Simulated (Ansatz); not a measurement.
## TiTe2 (P-3m1): the Drude term of Re ε in the infrared

Re ε of TiTe2 (P-3m1) along x at low photon energies is read from one computed spectrum; the carriers' damping was typed as γ = 0.1 eV. x, y and z are the Cartesian axes of the input cell.

Cell: a, b, c = 3.777, 3.777, 6.498 Å (primitive vectors), 3 atoms.

Method: Ansatz 0.2.0, PBE, independent particles, k-mesh 15×15×7 with interpolation inside its cells, Gaussian parameter 0.15 eV.

Launch of the response step: `ansatz run input.yaml --threads 4 --pin off --max-ram 8192MiB --backend cpu --events-out ev --progress --plain --runs-dir out`. The run took 7.6 min, on 4 threads of Arm Neoverse V1, with other jobs on the host.

| photon energy E (eV) | wavelength (µm) | Re ε |
| --- | --- | --- |
| 0.25 | 4.96 | ? |
| 0.30 | 4.13 | -80.5 |
| 0.35 | 3.54 | -50.9 |
| 0.40 | 3.10 | -28.5 |
| 0.50 | 2.48 | -0.4 |
| 0.60 | 2.07 | 8.3 |
| 0.70 | 1.77 | 5.3 |

A Drude term over a constant background gives Re ε = ε_b − ωp²/(E² + γ²), linear in 1/(E² + γ²).

Working, on the rows shown:

| x = 1/(E² + γ²) (eV⁻²) | y = Re ε |
| --- | --- |
| 10 | -80.5 |
| 7.54717 | -50.9 |
| 5.88235 | -28.5 |
| 3.84615 | -0.4 |
| 2.7027 | 8.3 |
| 2 | 5.3 |

Means: x̄ = 5.3297, ȳ = -24.45. Σ(x − x̄)(y − ȳ) = -543.4, Σ(x − x̄)² = 47.22. Slope = -543.4 / 47.22 = -11.51; intercept = ȳ − slope · x̄ = 36.883. The line misses the rows shown by at most 8.6.

Question: Fill in the last column of the withheld row.

Answer: At x = 13.793 the line gives y = -121.84. The run gave -122.3, so the extrapolation is off by 0.46, 0.3 % of the range in the table.

Refitted with all rows, the slope is -11.54 and the intercept 37.017. These give ωp = √(−slope) = 3.40 eV, against 3.45 eV from the program's Fermi-surface sum, and an intercept of 37.0. Taking the program's Drude term off the rows leaves 42 at the lowest energy and 29 at the highest, so the background isn't constant: interband transitions lie in or near the window, and neither fitted number can be trusted. The values come from a sum over the points of one k-mesh and carry its error, which is largest for Fermi-surface quantities. Spin-orbit coupling is left out.
